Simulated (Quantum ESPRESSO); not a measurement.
# MgS (Niningerite): phonon frequency against volume, with a fit

Wanted: a fit of frequency against volume for MgS (Niningerite), tested on a run that is left out of it.

Program: Quantum ESPRESSO 7.5. Level of theory: DFT PBEsol, scalar-relativistic, plane waves, GBRV ultrasoft pseudopotentials. Results are calculated unless marked as measured.

## (1) The relaxed structure

Symmetry: Fm-3m, No. 225, cubic system. Conventional cell: a = 5.180 Å, b = 5.180 Å, c = 5.180 Å, α = 90.00°, β = 90.00°, γ = 90.00°. Mg has 6 S at 2.59 Å nearest. Nearest to S lie 6 Mg at 2.59 Å. Farther neighbours and most contacts between anions are not listed.

This is the cell after its relaxation at this level of theory, not the database cell from which that began.

## (2) Runs at several volumes

The relaxed cell is scaled uniformly; in this structure symmetry fixes all atoms, so nothing has to be relaxed anew. Each volume gets a ground state and a response at Γ. The mode followed is the highest one without the macroscopic field, of symmetry T1u; longitudinal polar modes lie higher. Cutoff 55 Ry, k mesh 8×8×8.

From the response at V/V₀ = 0.94:

The program printed:

```text
[banners, grids, parts of the stress and lines that vanish by symmetry left out]
Program PHONON v.7.5
     Reading xml data from directory:

[...]
Exchange-correlation= PBESOL
                           (   1   4  10   8   0   0   0)
[...]
kinetic-energy cut-off    =      55.0000  Ry
     charge density cut-off    =     440.0000  Ry
     convergence threshold     =      1.0E-18
[...]
Exchange-correlation= PBESOL
                           (   1   4  10   8   0   0   0)
[...]
q = (   0.0000000   0.0000000   0.0000000 )
     49 Sym.Ops. (with q -> -q+G )
     G cutoff = 1024.6892  (  34333 G-vectors)     FFT grid: ( 45, 45, 45)
     G cutoff =  512.3446  (  12051 G-vectors)  smooth grid: ( 36, 36, 36)
     number of k points=    29
[...]
Mode symmetry, O_h (m-3m)  point group:
[...]
Dielectric constant
[...]
End of electric fields calculation
          Dielectric constant in cartesian axis
          (       5.602757790       0.000000000      -0.000000000 )
          (      -0.000000000       5.602757790      -0.000000000 )
          (       0.000000000       0.000000000       5.602757790 )
          Effective charges (d Force / dE) in cartesian axis without acoustic sum rule applied (asr)
           atom    1  Mg    Mean Z*:        2.25560
      Ex  (        2.25560        0.00000        0.00000 )
      Ey  (        0.00000        2.25560       -0.00000 )
      Ez  (        0.00000        0.00000        2.25560 )
           atom    2  S     Mean Z*:       -2.26667
      Ex  (       -2.26667        0.00000        0.00000 )
      Ey  (        0.00000       -2.26667        0.00000 )
      Ez  (        0.00000       -0.00000       -2.26667 )
          Effective charges Sum: Mean:       -0.01107
[...]
Effective charges (d Force / dE) in cartesian axis with asr applied:
           atom    1  Mg    Mean Z*:        2.26113
[...]
atom    2  S     Mean Z*:       -2.26113
[...]
Representation #   1 modes #   1   2   3
[...]
End of self-consistent calculation
     Convergence has been achieved
     Representation #   2 modes #   4   5   6
[...]
End of self-consistent calculation
     Convergence has been achieved
[...]
Dielectric constant in cartesian axis
          (       5.602757790       0.000000000      -0.000000000 )
          (      -0.000000000       5.602757790      -0.000000000 )
          (       0.000000000       0.000000000       5.602757790 )
          Effective charges (d Force / dE) in cartesian axis without acoustic sum rule applied (asr)
           atom    1  Mg    Mean Z*:        2.25560
      Ex  (        2.25560        0.00000        0.00000 )
      Ey  (        0.00000        2.25560       -0.00000 )
      Ez  (        0.00000        0.00000        2.25560 )
           atom    2  S     Mean Z*:       -2.26667
      Ex  (       -2.26667        0.00000        0.00000 )
      Ey  (        0.00000       -2.26667        0.00000 )
      Ez  (        0.00000       -0.00000       -2.26667 )
          Effective charges Sum: Mean:       -0.01107
[...]
Effective charges (d Force / dE) in cartesian axis with asr applied:
           atom    1  Mg    Mean Z*:        2.26113
[...]
atom    2  S     Mean Z*:       -2.26113
[...]
q = (    0.000000000   0.000000000   0.000000000 )
[...]
freq (    1) =      -0.417043 [THz] =     -13.911052 [cm-1]
     freq (    2) =      -0.417043 [THz] =     -13.911052 [cm-1]
     freq (    3) =      -0.417043 [THz] =     -13.911052 [cm-1]
     freq (    4) =       8.533097 [THz] =     284.633485 [cm-1]
     freq (    5) =       8.533097 [THz] =     284.633485 [cm-1]
     freq (    6) =       8.533097 [THz] =     284.633485 [cm-1]
[...]
Mode symmetry, O_h (m-3m)  point group:
     freq (   1-   3) =        -13.9  [cm-1]   --> T_1u G_15  G_4- I
     freq (   4-   6) =        284.6  [cm-1]   --> T_1u G_15  G_4- I

   JOB DONE.
```

One volume, V/V₀ = 0.97, is held back as a test.

```
V/V₀  volume (Å³/atom)  pressure (GPa)   ω (cm⁻¹)
0.94            16.329            5.53     284.63
0.97            16.850            2.57  held back
   1            17.371            0.03     242.41
1.03            17.893           -2.15     222.11
1.06            18.414           -4.02     202.16
```

## (3) The fit

The mode Grüneisen parameter is γ = −d ln ω / d ln V.

```
ln(V/V₀)    ln ω
 -0.0619  5.6512
  0.0000  5.4906
  0.0296  5.4032
  0.0583  5.3091
```

A straight line through these points has the slope -2.825, so γ = 2.82; at V/V₀ = 0.97 it predicts ω = exp(5.4818 + 0.0860) = 261.88 cm⁻¹.

A parabola of pressure against ln V through V/V₀ = 0.97, 1 and 1.03 gives the bulk modulus B = −dP/d ln V = 78 GPa at V₀. With ω₀ from the fitted line the pressure coefficient follows as dω/dP = γ ω₀ / B = 2.82 × 240.3 / 78 = 8.65 cm⁻¹/GPa.

## (4) The run that was held back

The program printed:

```text
[banners, grids, parts of the stress and lines that vanish by symmetry left out]
[banner, memory and clock lines left out]
Program PHONON v.7.5

[...]
Exchange-correlation= PBESOL
                           (   1   4  10   8   0   0   0)
[...]
kinetic-energy cut-off    =      55.0000  Ry
     charge density cut-off    =     440.0000  Ry
     convergence threshold     =      1.0E-18
[...]
Exchange-correlation= PBESOL
                           (   1   4  10   8   0   0   0)
[...]
q = (   0.0000000   0.0000000   0.0000000 )
     49 Sym.Ops. (with q -> -q+G )
     G cutoff = 1046.3768  (  35557 G-vectors)     FFT grid: ( 45, 45, 45)
     G cutoff =  523.1884  (  12507 G-vectors)  smooth grid: ( 36, 36, 36)
     number of k points=    29
[...]
Mode symmetry, O_h (m-3m)  point group:
[...]
Dielectric constant
[...]
End of electric fields calculation
          Dielectric constant in cartesian axis
          (       5.588547962      -0.000000000      -0.000000000 )
          (      -0.000000000       5.588547962       0.000000000 )
          (      -0.000000000       0.000000000       5.588547962 )
          Effective charges (d Force / dE) in cartesian axis without acoustic sum rule applied (asr)
           atom    1  Mg    Mean Z*:        2.28509
      Ex  (        2.28509        0.00000        0.00000 )
      Ey  (       -0.00000        2.28509       -0.00000 )
      Ez  (        0.00000        0.00000        2.28509 )
           atom    2  S     Mean Z*:       -2.29553
      Ex  (       -2.29553       -0.00000        0.00000 )
[...]
Representation #   1 modes #   1   2   3
[...]
End of self-consistent calculation
     Convergence has been achieved
     Representation #   2 modes #   4   5   6
[...]
End of self-consistent calculation
     Convergence has been achieved
[...]
Dielectric constant in cartesian axis
          (       5.588547962      -0.000000000      -0.000000000 )
          (      -0.000000000       5.588547962       0.000000000 )
          (      -0.000000000       0.000000000       5.588547962 )
          Effective charges (d Force / dE) in cartesian axis without acoustic sum rule applied (asr)
           atom    1  Mg    Mean Z*:        2.28509
      Ex  (        2.28509        0.00000        0.00000 )
      Ey  (       -0.00000        2.28509       -0.00000 )
      Ez  (        0.00000        0.00000        2.28509 )
           atom    2  S     Mean Z*:       -2.29553
      Ex  (       -2.29553       -0.00000        0.00000 )
      Ey  (       -0.00000       -2.29553       -0.00000 )
      Ez  (        0.00000       -0.00000       -2.29553 )
          Effective charges Sum: Mean:       -0.01044
[...]
Effective charges (d Force / dE) in cartesian axis with asr applied:
           atom    1  Mg    Mean Z*:        2.29031
[...]
atom    2  S     Mean Z*:       -2.29031
[...]
q = (    0.000000000   0.000000000   0.000000000 )
[...]
freq (    1) =      -0.427267 [THz] =     -14.252102 [cm-1]
     freq (    2) =      -0.427267 [THz] =     -14.252102 [cm-1]
     freq (    3) =      -0.427267 [THz] =     -14.252102 [cm-1]
     freq (    4) =       7.891061 [THz] =     263.217451 [cm-1]
     freq (    5) =       7.891061 [THz] =     263.217451 [cm-1]
     freq (    6) =       7.891061 [THz] =     263.217451 [cm-1]
[...]
Mode symmetry, O_h (m-3m)  point group:
     freq (   1-   3) =        -14.3  [cm-1]   --> T_1u G_15  G_4- I
     freq (   4-   6) =        263.2  [cm-1]   --> T_1u G_15  G_4- I
```

It gives 263.22 cm⁻¹ against the predicted 261.88 cm⁻¹, a miss of 1 cm⁻¹.

## (5) Summary of results

| Quantity | Value |
| --- | --- |
| mode Grüneisen parameter | 2.825 |
| bulk modulus | 78.5 GPa |
| pressure coefficient | 8.65 cm⁻¹/GPa |

What this shows: The highest optical mode of MgS (Niningerite) without the LO-TO term stiffens by 8.65 cm⁻¹ a GPa near the relaxed volume, with γ = 2.82. The power law meets all 5 runs within 0.88 %; between neighbouring volumes γ runs from 2.49 to 3.28. Such a coefficient turns a measured shift of this mode into a hydrostatic stress; uniaxial or biaxial stress splits the mode and needs deformation potentials. The acoustic modes of the response miss zero by 16 cm⁻¹, a numerical error that can touch the optical modes as well. These are harmonic values at zero temperature for the structure held cubic, which a run at Γ can't show to be stable; the bulk modulus rests on three points.

[Host names and launcher messages were left out of these logs when they were recorded.]

[Logs are printed without paths, hosts, clocks, repeated set-up lines and the standing remarks that a program may print on its own settings, such as how far it seeks lower states.]

[Hosts, paths, dates, database ids (printed as entryN), source tags and the programs' standing remarks are cut or masked in the printed files.]
